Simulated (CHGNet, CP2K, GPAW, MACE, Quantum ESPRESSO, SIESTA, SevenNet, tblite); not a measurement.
# Quantum ESPRESSO on random rock-salt (Ti, Nb, Ta, Hf)C solid solution (64 atoms): settings compared

How far do other settings of Quantum ESPRESSO move the forces in random rock-salt (Ti, Nb, Ta, Hf)C solid solution (64 atoms)? One run of the same program serves as the yardstick.

Main program and level: Quantum ESPRESSO 7.5; the method is named at each step.

**1. The structure**

The cell holds 64 atoms: 11 Nb, 32 C, 3 Ti, 9 Hf and 9 Ta. Cell: a = 8.990 Å, b = 8.990 Å, c = 8.990 Å, α = 90.0°, β = 90.0°, γ = 90.0°. Rock-salt lattice (a = 4.495 Å, the mean of the end members), 2 x 2 x 2 cells, metal sites filled at random with 3 Ti, 11 Nb, 9 Ta, 9 Hf; every coordinate displaced by a Gaussian of 0.05 Å. Then every atom was moved at random, 0.02 Å r.m.s. a Cartesian component.

The yardstick, on the same geometry:

```
method                 : Kohn-Sham DFT, PBE, SSSP efficiency 1.3.0 pseudopotentials, plane waves (Quantum ESPRESSO 7.5); sssp-pbe-1.3.0-efficiency, cutoffs 60/480 Ry, Γ point
r.m.s. force component : 1.088 eV/Å
longest force          : 5.203 eV/Å
pressure               : 5.26 GPa
time                   : 3.5 min on 4 MPI ranks of Arm Neoverse V2, shared host
CPU time               : 14 min
```

**2. PBE, gbrv-1.5, 40/200 Ry**

Method: Kohn-Sham DFT, PBE, GBRV 1.5 ultrasoft pseudopotentials, plane waves.

Contents of pw.in:

```
&control
  calculation = 'scf'
  pseudo_dir = './pseudo'
  outdir = './tmp'
  disk_io = 'none'
  tprnfor = .true.
  tstress = .true.
/
&system
  ibrav = 0
  nat = 64
  ntyp = 5
  ecutwfc = 40
  ecutrho = 200
  nosym = .true.
  occupations = 'smearing'
  smearing = 'fd'
  degauss = 0.003675
/
&electrons
  conv_thr = 3.2e-07
  electron_maxstep = 100
  mixing_beta = 0.2
  mixing_mode = 'local-TF'
  diagonalization = 'david'
/
ATOMIC_SPECIES
Nb 92.906 Nb.upf
C 12.011 C.upf
Ti 47.867 Ti.upf
Hf 178.490 Hf.upf
Ta 180.948 Ta.upf
CELL_PARAMETERS angstrom
8.99000 0.00000 0.00000
0.00000 8.99000 0.00000
0.00000 0.00000 8.99000
ATOMIC_POSITIONS crystal
Nb 0.00654 0.99830 0.00450
C 0.24952 0.00073 0.99288
Ti 0.99333 0.25329 0.24667
C 0.24367 0.25170 0.24979
Hf 0.24766 0.00326 0.24408
C 0.00036 0.00485 0.25415
Ta 0.25007 0.25281 0.00277
C 0.98903 0.25003 0.00986
Ti 0.00170 0.00371 0.48422
C 0.25407 0.99549 0.49847
Ta 0.00496 0.25545 0.75302
C 0.25337 0.24691 0.74894
Ta 0.24556 0.00036 0.74005
C 0.00318 0.00530 0.74088
Nb 0.25223 0.26624 0.49890
C 0.99572 0.24635 0.50325
Ti 0.00567 0.50221 0.00265
C 0.24805 0.50019 0.00321
Nb 0.00115 0.75180 0.24815
C 0.24890 0.74817 0.24308
Nb 0.24863 0.50032 0.25224
C 0.00168 0.50000 0.25238
Nb 0.24657 0.74562 0.99344
C 0.99782 0.75752 0.99828
Nb 0.00442 0.50137 0.50758
C 0.25075 0.50032 0.50567
Ta 0.99693 0.74997 0.74972
C 0.25950 0.75917 0.75257
Hf 0.25047 0.48729 0.73535
C 0.00018 0.50687 0.74758
Hf 0.25418 0.75627 0.48765
C 0.00632 0.74740 0.49588
Nb 0.49974 0.00013 0.99796
C 0.74927 0.98974 0.99805
Hf 0.49748 0.24370 0.24801
C 0.73633 0.25263 0.24934
Hf 0.73848 0.99970 0.25278
C 0.50718 0.00133 0.25098
Nb 0.74091 0.24321 0.99603
C 0.51187 0.24173 0.99259
Ta 0.50201 0.01276 0.49664
C 0.75193 0.99860 0.50828
Ta 0.49877 0.24071 0.74534
C 0.75396 0.26292 0.75202
Nb 0.74405 0.99335 0.75269
C 0.51198 0.99856 0.75713
Ta 0.74243 0.25686 0.50410
C 0.49432 0.24366 0.49004
Hf 0.50597 0.49819 0.99945
C 0.75877 0.49210 0.00450
Ta 0.50764 0.73970 0.24934
C 0.75555 0.75534 0.25249
Hf 0.75639 0.49466 0.24295
C 0.49109 0.50770 0.25575
Hf 0.74405 0.75528 0.00409
C 0.50868 0.75259 0.00624
[... 4 atom lines left out ...]
Nb 0.74751 0.50074 0.75559
C 0.50401 0.49776 0.75201
Hf 0.74250 0.74831 0.50661
C 0.49658 0.74525 0.49022
K_POINTS gamma
```

The run is started by

```
OMP_NUM_THREADS=1 mpirun -np 2 pw.x -in pw.in > output.txt
```

Output:

```text
Program PWSCF
     gamma-point specific algorithms are used
     Parallelization info
     sticks:   dense  smooth     PW     G-vecs:    dense   smooth      PW
     Min        2296    1840    461               117172    83828   10431
     Max        2301    1841    464               117173    83833   10432
     Sum        4597    3681    925               234345   167661   20863
     bravais-lattice index     =            0
     lattice parameter (alat)  =      16.9886  a.u.
     unit-cell volume          =    4903.1556 (a.u.)^3
     number of atoms/cell      =           64
     number of atomic types    =            5
     number of electrons       =       532.00
     number of Kohn-Sham states=          319
     kinetic-energy cutoff     =      40.0000  Ry
     charge density cutoff     =     200.0000  Ry
     scf convergence threshold =      3.2E-07
     mixing beta               =       0.2000
     number of iterations used =            8  local-TF  mixing
     Exchange-correlation= SLA  PW   PBE  PBE
                           (   1   4   3   4   0   0   0)
     crystal axes: (cart. coord. in units of alat)
               a(1) = (   1.000000   0.000000   0.000000 )
               a(2) = (   0.000000   1.000000   0.000000 )
               a(3) = (   0.000000   0.000000   1.000000 )
     reciprocal axes: (cart. coord. in units 2 pi/alat)
               b(1) = (  1.000000  0.000000  0.000000 )
               b(2) = (  0.000000  1.000000  0.000000 )
               b(3) = (  0.000000  0.000000  1.000000 )
     PseudoPot. # 1 for Nb:
     Pseudo is Ultrasoft + core correction, Zval = 13.0
     PseudoPot. # 2 for C :
     Pseudo is Ultrasoft + core correction, Zval =  4.0
     PseudoPot. # 3 for Ti:
     Pseudo is Ultrasoft + core correction, Zval = 12.0
     PseudoPot. # 4 for Hf:
     Pseudo is Ultrasoft + core correction, Zval = 12.0
     PseudoPot. # 5 for Ta:
     Pseudo is Ultrasoft + core correction, Zval = 13.0
     atomic species   valence    mass     pseudopotential
     Nb               13.00    92.90600     Nb( 1.00)
     C                 4.00    12.01100     C ( 1.00)
     Ti               12.00    47.86700     Ti( 1.00)
     Hf               12.00   178.49000     Hf( 1.00)
     Ta               13.00   180.94800     Ta( 1.00)
     No symmetry found
   Cartesian axes
     number of k points=     1  Fermi-Dirac smearing, width (Ry)=  0.0037
                       cart. coord. in units 2pi/alat
        k(    1) = (   0.0000000   0.0000000   0.0000000), wk =   2.0000000
     Dense  grid:   117173 G-vectors     FFT dimensions: (  80,  80,  80)
     Smooth grid:    83831 G-vectors     FFT dimensions: (  72,  72,  72)
     Check: negative core charge=   -0.000013
     Initial potential from superposition of free atoms
     starting charge     510.9585, renormalised to     532.0000
     negative rho (up, down):  1.888E+00 0.000E+00
     Starting wfcs are  535 randomized atomic wfcs
     Self-consistent Calculation
     iteration #  1     ecut=    40.00 Ry     beta= 0.20
     negative rho (up, down):  1.851E+00 0.000E+00
     total energy              =   -4753.64765205 Ry
     estimated scf accuracy    <     353.77819020 Ry
     iteration #  2     ecut=    40.00 Ry     beta= 0.20
     negative rho (up, down):  1.790E+00 0.000E+00
     total energy              =   -4732.81206905 Ry
     estimated scf accuracy    <     201.22911688 Ry
     iteration #  3     ecut=    40.00 Ry     beta= 0.20
     negative rho (up, down):  1.774E+00 0.000E+00
     total energy              =   -4733.14075349 Ry
     estimated scf accuracy    <      38.47783443 Ry
     iteration #  4     ecut=    40.00 Ry     beta= 0.20
     negative rho (up, down):  1.785E+00 0.000E+00
     total energy              =   -4731.94338870 Ry
     estimated scf accuracy    <      13.59487441 Ry
     iteration #  5     ecut=    40.00 Ry     beta= 0.20
     negative rho (up, down):  1.833E+00 0.000E+00
     total energy              =   -4732.85259668 Ry
     estimated scf accuracy    <       4.61194931 Ry
     iteration #  6     ecut=    40.00 Ry     beta= 0.20
[...]
total energy              =   -4732.86640765 Ry
     estimated scf accuracy    <       4.92616834 Ry
[...]
total energy              =   -4733.26611137 Ry
[...]
iteration # 18     ecut=    40.00 Ry     beta= 0.20
[...]
total energy              =   -4733.26611117 Ry
     estimated scf accuracy    <       0.00000195 Ry
     iteration # 19     ecut=    40.00 Ry     beta= 0.20
[...]
total energy              =   -4733.26611124 Ry
     estimated scf accuracy    <       0.00000049 Ry
     iteration # 20     ecut=    40.00 Ry     beta= 0.20
     negative rho (up, down):  1.926E+00 0.000E+00
     End of self-consistent calculation
          k = 0.0000 0.0000 0.0000 ( 10432 PWs)   bands (ev):
   -50.8460 -50.7725 -50.7257 -50.6831 -50.6600 -50.6301 -50.5917 -50.4945
   -50.3136 -43.4342 -43.4196 -43.2930 -43.2493 -43.2480 -43.2229 -43.0895
   -43.0636 -42.9839 -39.3663 -39.3586 -39.2553 -37.7506 -37.7274 -37.6770
   -37.6395 -37.6160 -37.6015 -37.5950 -37.5422 -37.5305 -37.3844 -37.3479
   -17.4880 -17.4752 -17.4309 -17.3985 -17.3018 -17.2962 -17.2750 -17.2674
   -17.2377 -17.2198 -17.2005 -17.1827 -17.1764 -17.1712 -17.1536 -17.1389
[...]
19.8957  19.9731  19.9990  20.0513  20.0635  20.0904  20.1647  20.1960
    20.2267  20.2794  20.3138  20.3632  20.3822  20.4273  20.5142  20.5253
    20.5927  20.6078  20.6571  20.6898  20.7145  20.7372  20.7798  20.8472
    20.8766  20.9235  20.9273  20.9618  20.9758  21.0029  21.0401
     the Fermi energy is    18.0341 ev
!    total energy              =   -4733.26611124 Ry
     estimated scf accuracy    <       0.00000013 Ry
     smearing contrib. (-TS)   =      -0.01221553 Ry
     internal energy E=F+TS    =   -4733.25389572 Ry
     The total energy is F=E-TS. E is the sum of the following terms:
     one-electron contribution =    -335.67634975 Ry
     hartree contribution      =     477.62081002 Ry
     xc contribution           =   -1437.19791176 Ry
     ewald contribution        =   -3438.00044422 Ry
     convergence has been achieved in  20 iterations
     negative rho (up, down):  1.926E+00 0.000E+00
     Forces acting on atoms (cartesian axes, Ry/au):
     atom    1 type  1   force =    -0.03991934    0.03061801   -0.02486212
     atom    2 type  2   force =     0.01078029   -0.00413138   -0.00163056
     atom    3 type  3   force =     0.01081803   -0.00282795    0.01281695
     atom    4 type  2   force =    -0.00380160    0.02487717   -0.00299499
     atom    5 type  4   force =     0.01841724   -0.01911481    0.02500747
     atom    6 type  2   force =    -0.01523699    0.00280522   -0.01961204
[...]
atom   62 type  2   force =    -0.01004036    0.00291944   -0.00233655
     atom   63 type  4   force =     0.07797260    0.01354660   -0.04936032
     atom   64 type  2   force =     0.03089587    0.03206384    0.04264966
     Total force =     0.588855     Total SCF correction =     0.000838
     Computing stress (Cartesian axis) and pressure
     negative rho (up, down):  1.926E+00 0.000E+00
          total   stress  (Ry/bohr**3)                   (kbar)     P=       42.83
   0.00025748  -0.00002311  -0.00001505           37.88       -3.40       -2.21
  -0.00002311   0.00035894   0.00001601           -3.40       52.80        2.36
  -0.00001505   0.00001601   0.00025709           -2.21        2.36       37.82
     Message from routine punch:
     Nothing written, as per user request (disk_io='none')
```

The job ended after 3 min (2 MPI ranks of Arm Neoverse V2, shared host; peak memory 1.1 GiB).

Banners, paths, timers and routine set-up lines are dropped from the logs unmarked, and long logs keep their key lines alone; longer cuts are marked.

Against the reference:

| Quantity | Value |
| --- | --- |
| r.m.s. force component | 1.093 eV/Å |
| r.m.s. difference of force components | 15.77 meV/Å |
| longest difference of force vectors | 57.91 meV/Å |
| force difference over r.m.s. force | 1.45 % |
| slope of forces against the reference's | 1.004 |
| correlation of force components | 0.9999 |
| pressure | 4.283 GPa |
| pressure difference | -0.977 GPa |

Length of the force difference by element (eV/Å):

| element | atoms | mean | most |
| --- | --- | --- | --- |
| C | 32 | 0.031 | 0.058 |
| Hf | 9 | 0.031 | 0.053 |
| Nb | 11 | 0.014 | 0.024 |
| Ta | 9 | 0.012 | 0.017 |
| Ti | 3 | 0.0043 | 0.0061 |

The surroundings of Nb39, picked at random, nearest first, numbered as they follow in the input and with coordinates relative to it.

| atom | x | y | z | distance (Å) | bonds | Fx | Fy | Fz (eV/Å) |
| --- | --- | --- | --- | --- | --- | --- | --- | --- |
| Nb39 | 0.00 | 0.00 | 0.00 | 0.00 | 6 | 2.02 | 0.30 | 0.23 |
| C40 | -2.06 | -0.01 | -0.03 | 2.06 | 6 | -2.35 | 0.81 | 0.28 |
| C44 | 0.12 | 0.18 | -2.19 | 2.20 | 6 | -0.21 | -1.57 | -0.36 |
| C8 | 2.23 | 0.06 | 0.12 | 2.23 | 6 | 1.59 | 0.34 | -0.93 |
| C50 | 0.16 | 2.24 | 0.08 | 2.24 | 6 | -0.08 | 0.66 | -1.06 |
| C36 | -0.04 | 0.08 | 2.28 | 2.28 | 6 | 2.35 | -0.63 | 0.51 |
| C34 | 0.08 | -2.28 | 0.02 | 2.28 | 6 | 0.47 | 2.35 | 0.51 |
| Nb33 | -2.17 | -2.19 | 0.02 | 3.08 | 6 | -0.79 | -1.02 | 0.44 |
| Hf49 | -2.11 | 2.29 | 0.03 | 3.12 | 6 | -1.22 | 0.25 | 0.06 |

Forces lie 1.4 % from the reference's, at 0.44 times its CPU time (on 2 against 4 cores).

**3. PBE, dojo-0.4.1-standard, 80/320 Ry**

Method: Kohn-Sham DFT, PBE, PseudoDojo 0.4.1 standard norm-conserving pseudopotentials, plane waves.

The pseudopotential files are exchanged too: ./pseudo now holds the set dojo-sr-pbe-0.4.1-standard.

Changes to pw.in since step 2:

```diff
@@ -12,4 +12,4 @@
   ntyp = 5
-  ecutwfc = 40
-  ecutrho = 200
+  ecutwfc = 80
+  ecutrho = 320
   nosym = .true.
```

The run is started by

```
OMP_NUM_THREADS=1 pw.x -in pw.in > output.txt
```

Output:

```text
Program PWSCF
     gamma-point specific algorithms are used
     sticks:   dense  smooth     PW     G-vecs:    dense   smooth      PW
     Sum        7353    7353   1837               474121   474121   59085
     bravais-lattice index     =            0
     lattice parameter (alat)  =      16.9886  a.u.
     unit-cell volume          =    4903.1556 (a.u.)^3
     number of atoms/cell      =           64
     number of atomic types    =            5
     number of electrons       =       532.00
     number of Kohn-Sham states=          319
[... lines left out ...]
     number of k points=     1  Fermi-Dirac smearing, width (Ry)=  0.0037
[... lines left out ...]
     total energy              =   -4305.49932727 Ry
[... lines left out ...]
     total energy              =   -4297.54966457 Ry
[... lines left out ...]
     total energy              =   -4301.83625460 Ry
[... lines left out ...]
     total energy              =   -4302.23649843 Ry
[... lines left out ...]
     total energy              =   -4302.23649905 Ry
[... lines left out ...]
     the Fermi energy is    17.9756 ev
!    total energy              =   -4302.23649913 Ry
     estimated scf accuracy    <       0.00000004 Ry
     smearing contrib. (-TS)   =      -0.01218163 Ry
     internal energy E=F+TS    =   -4302.22431751 Ry
     The total energy is F=E-TS. E is the sum of the following terms:
     one-electron contribution =    -347.40585223 Ry
     hartree contribution      =     485.19983074 Ry
     xc contribution           =   -1002.01785179 Ry
     ewald contribution        =   -3438.00044422 Ry
     convergence has been achieved in  21 iterations
     Forces acting on atoms (cartesian axes, Ry/au):
     atom    1 type  1   force =    -0.04002887    0.03063147   -0.02470853
     atom    2 type  2   force =     0.01089150   -0.00338649   -0.00189174
     atom    3 type  3   force =     0.01073827   -0.00299122    0.01293940
[...]
atom   63 type  4   force =     0.07741315    0.01371592   -0.04923175
     atom   64 type  2   force =     0.03073529    0.03098705    0.04136531
     Total force =     0.585187     Total SCF correction =     0.000569
     Computing stress (Cartesian axis) and pressure
          total   stress  (Ry/bohr**3)                   (kbar)     P=       51.03
   0.00031440  -0.00002316  -0.00001496           46.25       -3.41       -2.20
  -0.00002316   0.00041341   0.00001629           -3.41       60.82        2.40
  -0.00001496   0.00001629   0.00031295           -2.20        2.40       46.04
     Message from routine punch:
     Nothing written, as per user request (disk_io='none')
```

Wall time 9.5 min (1 thread); peak memory 1.4 GiB.

Against the reference:

| Quantity | Value |
| --- | --- |
| r.m.s. force component | 1.086 eV/Å |
| r.m.s. difference of force components | 6.311 meV/Å |
| longest difference of force vectors | 30.38 meV/Å |
| force difference over r.m.s. force | 0.5801 % |
| slope of forces against the reference's | 0.9982 |
| correlation of force components | 1 |
| pressure | 5.104 GPa |
| pressure difference | -0.1566 GPa |

Against the first run (1.4 %), the force difference from the reference is 0.58 %, at 1.6 times the CPU time (on 1 against 2 cores).

The run ends at a pressure of 5.10 GPa, with forces up to 5.2 eV/Å.

**4. All runs compared**

Differences are against the plane-wave reference, forces as r.m.s. over components; share is that over the reference's r.m.s. force, slope the least-squares factor from reference forces to these. Total energies of different programs have different zeros and aren't compared.

| run | Δ force, r.m.s. (meV/Å) | share (%) | slope | Δ pressure (GPa) | cores | CPU time | memory (GiB) |
| --- | --- | --- | --- | --- | --- | --- | --- |
| reference | - | - | - | - | 4 | 14 min | 3.5 |
| QE PBE, gbrv-1.5, 40/200 Ry | 15.8 | 1.45 | 1.004 | -0.977 | 2 | 6.1 min | 1.1 |
| QE PBE, dojo-0.4.1-standard, 80/320 Ry | 6.31 | 0.580 | 0.998 | -0.157 | 1 | 9.5 min | 1.4 |

CPU time is summed over cores on a shared host, where runs went side by side, so it is rough. Symmetry, cutoffs, thresholds, outputs and thread counts weren't matched or tuned between programs; memory under MPI is the largest rank's times the ranks.

**5. Outcome**

* nearest in forces: QE PBE, dojo-0.4.1-standard, 80/320 Ry, 0.58 %
* its CPU time: 9.5 min

PBE on plane waves or a grid with other potentials, cutoffs or grids differs from the reference by 0.58 % (QE PBE, dojo-0.4.1-standard, 80/320 Ry) to 1.4 % (QE PBE, gbrv-1.5, 40/200 Ry) of the r.m.s. force; this holds the reference's own error, so differences of a few per cent don't tell which side is nearer the exact PBE result. One electronic-structure run takes under half the reference's CPU time: QE PBE, gbrv-1.5, 40/200 Ry, at 1.4 % in 6.1 min against 14 min. The reference's pressure holds the uncorrected Pulay stress of its 60 Ry basis, so small pressure differences, and their order, may be the reference's own error. The host structure and its lattice constant were typed by rule, without a check against the phase diagram. The reference's pressure of 5.3 GPa belongs to a cell and atoms that aren't relaxed at this level. The electronic-structure runs sample only Γ, in a cell whose shortest periodic width is 9 Å, which is coarse for a cell with partly filled levels. Spin–orbit coupling is left out, which matters for the levels of the heavy elements.

[Also dropped from logs without a mark: logging warnings of Python, and SIESTA's first energy breakdown and zero terms.]

[Logs are printed without paths, hosts, clocks, repeated set-up lines and the standing remarks that a program may print on its own settings, such as how far it seeks lower states.]

[Hosts, paths, dates, database ids (printed as entryN), source tags and the programs' standing remarks are cut or masked in the printed files.]
